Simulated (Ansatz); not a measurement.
# CsZnH3 (model cell, started as cubic perovskite with Zn in the octahedra): a soft mode frozen in, part 2 of 3

Which phase does CsZnH3 (model cell, started as cubic perovskite with Zn in the octahedra) fall into along its unstable mode, and how much energy does it gain?

Ansatz 0.2.0; DFT r2SCAN, scalar-relativistic, plane waves, PAW; PAW set soft_1.

So far, highest frequency on the path or at a solved wavevector (cm⁻¹): step 2 (response at finite wavevector) 975. Also lowest frequency on the path (cm⁻¹): step 2 -1196.

The structure was built from a prototype and need not be the compound's stable phase.

**4. The mode frozen in, largest atomic shift 0.45 Å**

The atoms are moved along the unstable eigenvector, the largest shift by 0.45 Å, with the cell fixed.

File input.yaml:

```yaml
crystal:
  lattice:
    - [4.0907575584, 4.0907575584, 0.0]
    - [4.0907575584, 0.0, 4.0907575584]
    - [4.0907575584, 0.0, -4.0907575584]
  atoms:
    - { symbol: Cs, position: [0.0, 0.0, 0.0] }
    - { symbol: Cs, position: [0.0, 0.5, 0.5] }
    - { symbol: Zn, position: [0.5, 0.25, 0.75] }
    - { symbol: Zn, position: [0.5, 0.75, 0.25] }
    - { symbol: H, position: [0.5, 0.0, 0.0] }
    - { symbol: H, position: [0.5, 0.5, 0.5] }
    - { symbol: H, position: [0.1100040747, 0.4449979627, -0.0550020373] }
    - { symbol: H, position: [-0.1100040747, 0.0550020373, 0.5550020373] }
    - { symbol: H, position: [0.5, -0.0550020373, 0.4449979627] }
    - { symbol: H, position: [0.5, 0.5550020373, 0.0550020373] }
kpoints:
  mp_grid: { grid: [10, 10, 10] }
hamiltonian:
  xc: r2scan
  pseudopotentials: { kind: paw, azcp: { folder: soft_1 } }
scf:
  occupations: { method: methfessel_paxton, width: 0.2 }
output:
  forces: true
  stress: true
  eigenvalues: true
```

The run is started by

```bash
$ ansatz run input.yaml --threads 4 --pin off --max-ram 16384MiB --backend cpu --events-out ev --progress --plain --runs-dir out
```

Numbers of over 12 decimals in the logs are rounded to 6 here.

Output:

```text
[...]
Crystal: 10 atoms, lattice volume = 136.912 Å³
Basis set: ecut = 500 eV, 3479 PW (Γ), exchange–correlation on 180×180×180 points (64 copies of the dense FFT grid, shifted against one another)
Bands: 34, of which v1, the nominal top of the filled ones, is band 24 counted from 1 (23 counted from 0)
Symmetry: 16 space group operations
[...]
k-points: 102 of 1000
[...]
k-point 0: bands = [... 20 lower, 2.2743, 2.7260, 3.1861, 5.7949, 7.4989, 10.4794, 10.4794, 11.1827, ... 3 higher]
  k-point 1: bands = [... 20 lower, 2.3491, 2.6609, 3.5362, 5.7658, 7.5597, 10.2363, 10.5814, 11.1311, ... 3 higher]
  k-point 2: bands = [... 20 lower, 2.5533, 2.8257, 4.0420, 5.6657, 7.7631, 9.6125, 10.8587, 11.2262, ... 3 higher]
  k-point 101: bands = [... 20 lower, 2.7766, 3.1515, 4.7703, 5.3928, 9.7777, 10.0390, 10.8090, 10.8674, ... 3 higher]
[key lines of the parts left out:]
SCF converged after 9 iterations
Free energy (F): -18119.710809 eV
Fermi energy:    7.021100 eV
P = ⅓ Tr σ = 4.5134 GPa (45.134 kbar)
```

The job ended after 20 s (4 threads of Arm Neoverse V1, shared host; peak memory 1.1 GiB).

This step gave:

```
pressure                         : 4.513 GPa
gap on the k-mesh                : 0.8977 eV
energy from the undistorted cell : -63.78 meV/atom
```

The energy, extrapolated to zero smearing, is -63.78 meV/atom against the undistorted cell.

The run ends at a pressure of 4.51 GPa, with forces up to 0.22 eV/Å.

**5. Energy along the mode, all amplitudes (two of the runs are shown above)**

An imaginary frequency means negative curvature, so the energy should fall and then rise again as anharmonic terms take over.

This step gave:

```yaml
depth_at_the_lowest_point_sampled: 63.78 meV/atom
largest_atomic_shift_at_that_point: 0.45 Å
```

Energy from the parent against largest atomic shift:

```csv
largest atomic shift (Å),energy from the parent (meV/atom)
0.000,0
0.040,-1.47
0.080,-5.65
0.140,-15.9
0.220,-33.7
0.320,-55.0
0.450,-63.8
0.600,-2.19
```

Displacement at unit largest shift by atom:

```csv
atom,x (Å),y (Å),z (Å),size
Cs1,0.00,0.00,0.00,0.00
Cs2,0.00,0.00,0.00,0.00
Zn3,0.00,0.00,0.00,0.00
Zn4,0.00,0.00,0.00,0.00
H5,0.00,0.00,0.00,0.00
H6,0.00,0.00,0.00,0.00
H7,0.00,1.00,0.00,1.00
H8,0.00,-1.00,0.00,1.00
H9,-1.00,0.00,0.00,1.00
H10,1.00,0.00,0.00,1.00
```

The lowest of the steps tried is at 0.45 Å, 63.8 meV/atom below the parent; the bottom of the well need not coincide with a step.

**6. Relaxation from the frozen mode**

Starting from the lowest point found, all atoms and the cell are let go, so that strain and other modes of the same symmetry can join in.

Edit input.yaml of step 4 so:

```diff
@@ -27 +27,10 @@
   eigenvalues: true
+  write_density: true
+  write_potential: true
+  elf: true
+  volumetric_format: npy
+relax:
+  adjacent_minimum: "off"
+  f_tol: 0.002
+  max_steps: 120
+  cell: { stress_tol: 0.03 }
```

Output:

```text
[...]
Crystal: 10 atoms, lattice volume = 136.912 Å³
Basis set: ecut = 500 eV, 3479 PW (Γ), exchange–correlation on 180×180×180 points (64 copies of the dense FFT grid, shifted against one another)
Bands: 34, of which v1, the nominal top of the filled ones, is band 24 counted from 1 (23 counted from 0)
Symmetry: 16 space group operations
[...]
k-points: 102 of 1000
[...]
SCF iter   1: F=—  HF=-18123.006080 eV  |F-HF|=—  |Δ(HF+E_count)|=         —  Δρ=1.10e-1  dr2=1.35e1  dr2_τ=5.14e-2  ethr=3.10e-3  ⟨swp⟩=8.6  Hψ=20620  notcnv=0
[...]
SCF iter   9: F=-18119.710809 eV  HF=-18119.710809 eV  |F-HF|=3.94e-8  |Δ(HF+E_count)|=   4.83e-8  S|Δr|=    0.00e0  Δρ=7.92e-6  dr2=4.95e-8  dr2_τ=4.26e-10  ethr=2.08e-10  ⟨swp⟩=16.9  Hψ=29106  notcnv=0
SCF 1 converged in 9 iterations: F = -18119.710809 eV  dr2 = 4.95e-8
[...]
relax step   1: F+E_penalty+E_count = -18119.71080858 eV  Δ(F+E_penalty+E_count) = +0.000e0 eV  max|allowed force component| = 2.192e-1 eV/Å  Δτ_max = 0.0000 Å  P = +4.513 GPa  Ω = 136.912 Å³  (9 SCF iters, dr2 threshold 1.00e-7 eV, accepted)
Crystal: 10 atoms, lattice volume = 154.503 Å³
Basis set: ecut = 500 eV, 3855 PW (Γ), exchange–correlation on 180×180×180 points (64 copies of the dense FFT grid, shifted against one another)
[...]
SCF iter   8: F=-18119.943237 eV  HF=-18119.943237 eV  |F-HF|=1.04e-8  |Δ(HF+E_count)|=   1.51e-7  S|Δr|=    0.00e0  Δρ=7.84e-6  dr2=7.51e-8  dr2_τ=8.62e-10  ethr=2.08e-9  ⟨swp⟩=14.9  Hψ=29109  notcnv=0
SCF 2 converged in 8 iterations: F = -18119.943237 eV  dr2 = 7.51e-8
[...]
relax step   2: F+E_penalty+E_count = -18119.94323716 eV  Δ(F+E_penalty+E_count) = -2.324e-1 eV  max|allowed force component| = 1.280e-2 eV/Å  Δτ_max = 0.0578 Å  P = +0.387 GPa  Ω = 154.503 Å³  energy of the carried Pulay correction = -3.403e-3 eV  (8 SCF iters, dr2 threshold 1.00e-6 eV, accepted)
Crystal: 10 atoms, lattice volume = 156.635 Å³
Basis set: ecut = 500 eV, 3927 PW (Γ), exchange–correlation on 180×180×180 points (64 copies of the dense FFT grid, shifted against one another)
[...]
SCF iter   6: F=-18119.948814 eV  HF=-18119.948814 eV  |F-HF|=7.85e-9  |Δ(HF+E_count)|=   3.46e-7  S|Δr|=    0.00e0  Δρ=7.72e-6  dr2=1.29e-7  dr2_τ=1.45e-9  ethr=1.85e-9  ⟨swp⟩=12.1  Hψ=27796  notcnv=0
the search or the solves at the SCF's close seem to have found levels that the self-consistency loop had missed (the run counts 1). By its estimate they hold under 1e-12 electrons; where the run keeps them, the occupations were computed again with them
SCF 3 converged in 6 iterations: F = -18119.948814 eV  dr2 = 1.29e-7
[...]
relax step   3: F+E_penalty+E_count = -18119.94881416 eV  Δ(F+E_penalty+E_count) = -5.577e-3 eV  max|allowed force component| = 9.799e-3 eV/Å  Δτ_max = 0.0117 Å  P = +0.092 GPa  Ω = 156.635 Å³  energy of the carried Pulay correction = -3.788e-3 eV  (6 SCF iters, dr2 threshold 8.90e-7 eV, accepted)
[...]
relax step   4: F+E_penalty+E_count = -18119.94963379 eV  Δ(F+E_penalty+E_count) = -8.196e-4 eV  max|allowed force component| = 1.000e-2 eV/Å  Δτ_max = 0.0054 Å  P = -0.002 GPa  Ω = 157.396 Å³  energy of the carried Pulay correction = -3.924e-3 eV  (6 SCF iters, dr2 threshold 9.25e-8 eV, accepted)
[...]
relax step   5: F+E_penalty+E_count = -18119.94974679 eV  Δ(F+E_penalty+E_count) = -1.130e-4 eV  max|allowed force component| = 1.060e-2 eV/Å  Δτ_max = 0.0028 Å  P = -0.025 GPa  Ω = 157.162 Å³  energy of the carried Pulay correction = -3.882e-3 eV  (6 SCF iters, dr2 threshold 9.73e-9 eV, accepted)
[...]
relax step   6: F+E_penalty+E_count = -18119.94977416 eV  Δ(F+E_penalty+E_count) = -2.737e-5 eV  max|allowed force component| = 9.726e-5 eV/Å  Δτ_max = 0.0014 Å  P = +0.001 GPa  Ω = 157.182 Å³  energy of the carried Pulay correction = -3.886e-3 eV  (6 SCF iters, dr2 threshold 7.03e-9 eV, accepted)
[...]
relax step   7: F+E_penalty+E_count = -18119.95638722 eV  Δ(F+E_penalty+E_count) = -6.613e-3 eV  max|allowed force component| = 4.440e-4 eV/Å  Δτ_max = 0.0000 Å  P = +0.039 GPa  Ω = 157.182 Å³  stress off target by 4.51e-2 GPa  SCF on the basis re-selected at this cell (its energy is not comparable with the rows above)  (7 SCF iters)
[...]
relax step   8: F+E_penalty+E_count = -18119.95638150 eV  Δ(F+E_penalty+E_count) = +5.723e-6 eV  max|allowed force component| = 1.634e-4 eV/Å  Δτ_max = 0.0014 Å  P = +0.002 GPa  Ω = 157.483 Å³  energy of the carried Pulay correction = -5.045e-5 eV  (6 SCF iters, dr2 threshold 5.09e-9 eV, accepted)
[...]
SCF iter   5: F=-18119.956431 eV  HF=-18119.956431 eV  |F-HF|=1.56e-10  |Δ(HF+E_count)|=  3.64e-12  S|Δr|=    0.00e0  Δρ=1.58e-7  dr2=9.41e-12  dr2_τ=8.64e-12  ethr=1.00e-12  ⟨swp⟩=8.3  Hψ=17748  notcnv=0
SCF 9 converged in 5 iterations: F = -18119.956431 eV  dr2 = 9.41e-12
relax step   9: F+E_penalty+E_count = -18119.95643070 eV  Δ(F+E_penalty+E_count) = -4.920e-5 eV  max|allowed force component| = 1.586e-4 eV/Å  Δτ_max = 0.0000 Å  P = +0.002 GPa  Ω = 157.483 Å³  stress off target by 2.99e-3 GPa  SCF on the basis re-selected at this cell (its energy is not comparable with the rows above)  (5 SCF iters)
[...]
SCF converged after 5 iterations
[...]
Free energy (F): -18119.956431 eV
[...]
Internal energy: -18119.956435 eV  (E = F + TS)
E sigma→0 (E₀):  -18119.956432 eV
Entropy (-TS):   0.000004 eV (0.000 meV/atom)
Fermi energy:    5.842451 eV
[...]
--- Forces (eV/Å), atoms counted from 1 ---
  atom   1  Cs     0.00000000     0.00000000     0.00000000
  atom   2  Cs     0.00000000     0.00000000     0.00000000
  atom   3  Zn     0.00000000    -0.00000000     0.00000000
  atom   4  Zn     0.00000000    -0.00000000     0.00000000
  atom   5  H      0.00000000    -0.00000000    -0.00000000
  atom   6  H      0.00000000    -0.00000000     0.00000000
  atom   7  H      0.00000000     0.00015855     0.00000000
  atom   8  H      0.00000000    -0.00015855     0.00000000
  atom   9  H     -0.00015855     0.00000000     0.00000000
  atom  10  H      0.00015855     0.00000000     0.00000000
  max |Σ_I F_I| component: 1.08e-19 eV/Å
--- Stress (GPa, compression-positive) ---
        0.002992       0.000000       0.000000
        0.000000       0.002992       0.000000
        0.000000       0.000000       0.000301
  P = ⅓ Tr σ = 0.0021 GPa (0.021 kbar)
--- Band table (eV; the first three rows and the last of 102) ---
  k-point 0: bands = [... 20 lower, 1.3542, 1.6557, 1.8414, 4.7931, 6.3983, 8.6283, 8.6283, 9.7996, ... 6 higher]
  k-point 1: bands = [... 20 lower, 1.4010, 1.6095, 2.2273, 4.7440, 6.4437, 8.4548, 8.7491, 9.7323, ... 6 higher]
  k-point 2: bands = [... 20 lower, 1.5294, 1.7439, 2.7064, 4.5972, 6.5994, 7.9961, 9.0816, 9.8058, ... 6 higher]
  k-point 101: bands = [... 20 lower, 1.6075, 1.8777, 3.4669, 4.1869, 8.1514, 8.3259, 9.3388, 9.4383, ... 6 higher]
--- Relaxed structure (7 steps of the walk, 7 accepted, 2 SCFs on fresh bases) ---
  F+E_penalty+E_count = -18119.95643070 eV   max|allowed force component| = 1.586e-4 eV/Å   (the final SCF, on the basis selected at the relaxed cell)
  cell:  # Å, volume = 157.4833 Å³
    - [4.350049, 4.350049, 0.0]
    - [4.350049, 0, 4.161177]
    - [4.350049, 0, -4.161177]
  atoms:
    - { symbol: Cs, position: [-8.269154868903643e-19, 3.1804441803475546e-19, 3.1804441803475546e-19] }
    - { symbol: Cs, position: [-8.269154868903643e-19, 0.500000, 0.500000] }
    - { symbol: Zn, position: [0.500000, 0.250000, 0.750000] }
    - { symbol: Zn, position: [0.500000, 0.750000, 0.250000] }
    - { symbol: H, position: [0.500000, 0, 0] }
    - { symbol: H, position: [0.500000, 0.500000, 0.500000] }
    - { symbol: H, position: [0.128341, 0.435829, -0.064171] }
    - { symbol: H, position: [-0.128341, 0.064171, 0.564171] }
    - { symbol: H, position: [0.500000, -0.064171, 0.435829] }
    - { symbol: H, position: [0.500000, 0.564171, 0.064171] }
```

The job ended after 2.8 min (4 threads; peak memory 1.2 GiB).

The steps of the relaxation:

```csv
step,energy less that of the first step (eV),largest force component (eV/Å),pressure (GPa),volume (Å³)
1,0.0000,0.2192,4.51,136.91
2,-0.2324,0.0128,0.39,154.50
3,-0.2380,0.0098,0.09,156.63
4,-0.2388,0.0100,0.00,157.40
5,-0.2389,0.0106,-0.02,157.16
6,-0.2390,0.0001,0.00,157.18
7*,-0.2456,0.0004,0.04,157.18
8,-0.2456,0.0002,0.00,157.48
9*,-0.2456,0.0002,0.00,157.48
```

Relaxation steps marked * repeat the geometry before them on a plane-wave basis chosen anew for their cell, so energy and pressure can jump there.

Forces are held to the 16 operations that the run works with; a distortion that breaks them can't arise in this run.

```csv
"conventional cell, symmetrised",before,after,change
a (Å),5.785,6.152,+6.3 %
b (Å),5.785,6.152,+6.3 %
c (Å),8.182,8.322,+1.7 %
volume (Å³/atom),13.69,15.75,+15.0 %
```

The atoms that moved most (Å, as changes of fractional coordinates times the final cell):

```csv
atom,dx,dy,dz,length
H7,0.000,0.080,0.000,0.080
H8,0.000,-0.080,0.000,0.080
H10,0.080,0.000,0.000,0.080
H9,-0.080,0.000,0.000,0.080
```

This step gave:

```
pressure          : 0.002095 GPa
volume per atom   : 15.75 Å³
gap on the k-mesh : 1.071 eV
```

Valence density in the ac plane of the conventional cell at fractional y = 0.000, with atoms of Cs and Zn and H within 0.2 Å of it. It is the smooth field of the valence electrons, not physical close to the nuclei.

Values in e/Å³, 12 rows by 16 columns, each cell a mean:
```
 0  0  0  0  0  0  1  7 10  2  0  0  0  0  0  0
 1  1  0  0  0  0  0  0  0  0  0  0  0  0  0  1
 0  1  1  0  0  0  0  1  1  0  0  0  0  1  1  1
 1  1  1  0  0  0  0  1  1  0  0  0  0  1  1  1
 1  0  0  0  0  0  0  0  1  0  0  0  0  0  0  1
 0  0  0  0  0  0  1 12 19  4  0  0  0  0  0  0
 0  0  0  0  0  0  1  7 10  2  0  0  0  0  0  0
 1  1  0  0  0  0  0  0  0  0  0  0  0  0  0  1
 0  1  1  0  0  0  0  1  1  0  0  0  0  1  1  1
 1  1  1  0  0  0  0  1  1  0  0  0  0  1  1  1
 1  0  0  0  0  0  0  0  1  0  0  0  0  0  0  1
 0  0  0  0  0  0  1 12 19  4  0  0  0  0  0  0
```
Columns run along a (6.2 Å), rows up along c (8.3 Å), edges of the conventional cell, whose origin can differ from the input's. Atoms in or near the plane, at fractional coordinates: Cs at (0.00, 0.75), Cs at (0.00, 0.25), Zn at (0.50, 0.00), Zn at (0.50, 0.50), H at (0.50, 0.75), H at (0.50, 0.25).

Electrostatic potential energy in the ac plane of the conventional cell at fractional y = 0.000, with atoms of Cs and Zn and H within 0.2 Å of it. With pseudopotentials it is smooth inside the atoms' cores, unlike the true potential.

Values in eV, 12 rows by 16 columns, each cell a mean:
```
  5   6   7   8   7   3 -18 -38 -41 -29  -3   6   8   7   6   6
-12  -8   0   5   7   8   6   2   1   5   7   8   7   3  -5 -11
-18 -19 -14   1   7   8   7  -7 -14   4   9   8   4  -8 -18 -19
-19 -19 -12   2   7   8   8  -1  -6   5   8   8   5  -6 -17 -19
 -6  -3   3   6   7   7   3  -5  -7   0   6   7   7   5   0  -5
  6   7   8   8   7   2 -24 -44 -46 -36  -7   6   8   8   7   6
  5   6   7   8   7   3 -18 -38 -41 -29  -3   6   8   7   6   6
-12  -8   0   5   7   7   6   2   1   5   7   8   7   3  -5 -11
-18 -19 -14   1   7   8   7  -7 -14   4   9   8   4  -8 -18 -19
-19 -19 -12   2   7   8   8  -1  -6   5   8   8   5  -6 -17 -19
 -6  -3   3   6   7   7   3  -5  -7   0   6   7   7   5   0  -5
  6   7   8   8   7   2 -24 -44 -46 -36  -7   6   8   8   7   6
```
Columns run along a (6.2 Å; values clipped at the 3rd and 97th percentile), rows up along c (8.3 Å), edges of the conventional cell, whose origin can differ from the input's. Atoms in or near the plane, at fractional coordinates: Cs at (0.00, 0.75), Cs at (0.00, 0.25), Zn at (0.50, 0.00), Zn at (0.50, 0.50), H at (0.50, 0.75), H at (0.50, 0.25).

ELF in the ac plane of the conventional cell at fractional y = 0.000, with atoms of Cs and Zn and H within 0.2 Å of it. It is the smooth field of the valence electrons, not physical close to the nuclei.

Ten even steps from '0' (0.00) to '9' (1.00), each cell a mean:
```
00002210001121000
54101111011110135
88620112222101478
88851146775203788
36872179998405884
15872179999415873
57861168997304886
88740024443102688
76410111111100257
32001210001120012
00012210000131000
00002210001121000
54101111011110135
88620112222101478
88851146775203788
36872179998405884
15872179999415873
57861169997304886
88740024443102688
76410111111100257
32001210001121012
00012210000132000
```
Columns run along a (6.2 Å), rows up along c (8.3 Å), edges of the conventional cell, whose origin can differ from the input's. Atoms in or near the plane, at fractional coordinates: Cs at (0.00, 0.75), Cs at (0.00, 0.25), Zn at (0.50, 0.00), Zn at (0.50, 0.50), H at (0.50, 0.75), H at (0.50, 0.25).

The distorted start has space group I4/mcm; the relaxation ends in I4/mcm.

**7. The new phase in its own primitive cell**

The relaxed structure is symmetrised, reduced to its primitive cell and relaxed tightly, as its phonons need.

File input.yaml:

```yaml
crystal:
  lattice:
    - [-3.0759492975, 3.0759492975, 4.1611771537]
    - [3.0759492975, -3.0759492975, 4.1611771537]
    - [3.0759492975, 3.0759492975, -4.1611771537]
  atoms:
    - { symbol: Cs, position: [0.75, 0.75, 0.0] }
    - { symbol: Cs, position: [0.25, 0.25, 0.0] }
    - { symbol: Zn, position: [0.0, 0.5, 0.5] }
    - { symbol: Zn, position: [0.5, 0.0, 0.5] }
    - { symbol: H, position: [0.75, 0.25, 0.5] }
    - { symbol: H, position: [0.25, 0.75, 0.5] }
    - { symbol: H, position: [0.8141705508, 0.3141705508, 0.1283411016] }
    - { symbol: H, position: [0.1858294492, 0.6858294492, 0.8716588984] }
    - { symbol: H, position: [0.3141705508, 0.1858294492, 0.5] }
    - { symbol: H, position: [0.6858294492, 0.8141705508, 0.5] }
kpoints:
  mp_grid: { grid: [6, 6, 6] }
hamiltonian:
  xc: r2scan
  pseudopotentials: { kind: paw, azcp: { folder: soft_1 } }
scf:
  occupations: { method: fixed }
output:
  forces: true
  stress: true
  eigenvalues: true
relax:
  adjacent_minimum: "off"
  f_tol: 0.001
  max_steps: 60
  cell: { stress_tol: 0.01 }
```

Output:

```text
[...]
Crystal: 10 atoms, lattice volume = 157.483 Å³
Basis set: ecut = 500 eV, 3991 PW (Γ), exchange–correlation on 180×180×180 points (64 copies of the dense FFT grid, shifted against one another)
Bands: 34, of which v1, the nominal top of the filled ones, is band 24 counted from 1 (23 counted from 0)
Symmetry: 16 space group operations
[...]
k-points: 30 of 216
[...]
- { symbol: Zn, position: [0.0, 0.500000, 0.500000] }
    - { symbol: Zn, position: [0.500000, 0.0, 0.500000] }
    - { symbol: H, position: [0.75, 0.250000, 0.500000] }
    - { symbol: H, position: [0.250000, 0.75, 0.500000] }
    - { symbol: H, position: [0.814171, 0.314171, 0.128341] }
    - { symbol: H, position: [0.185829, 0.685829, 0.871659] }
    - { symbol: H, position: [0.314171, 0.185829, 0.500000] }
    - { symbol: H, position: [0.685829, 0.814171, 0.500000] }
[key lines of the parts left out:]
SCF converged after 6 iterations
Free energy (F): -18119.956419 eV
Fermi energy:    5.326898 eV
P = ⅓ Tr σ = 0.0023 GPa (0.023 kbar)
```

It took 14 s on 4 threads; peak memory 0.95 GiB.

Little changed from the start: no atom moved by 0.005 Å and no cell edge by 0.1 %.

Numbers from this step:

| Quantity | Value |
| --- | --- |
| pressure | 0.002257 GPa |
| direct gap on mesh | 1.605 eV |

The largest force component left is 0.099 meV/Å and the pressure is 0.002 GPa, within the tolerances set. The cell now holds 15.75 Å³/atom.

(Continued in part 3 of 3.)

[Logs are printed without paths, hosts, clocks, repeated set-up lines and the standing remarks that a program may print on its own settings, such as how far it seeks lower states.]

[Hosts, paths, dates, database ids (printed as entryN), source tags and the programs' standing remarks are cut or masked in the printed files.]
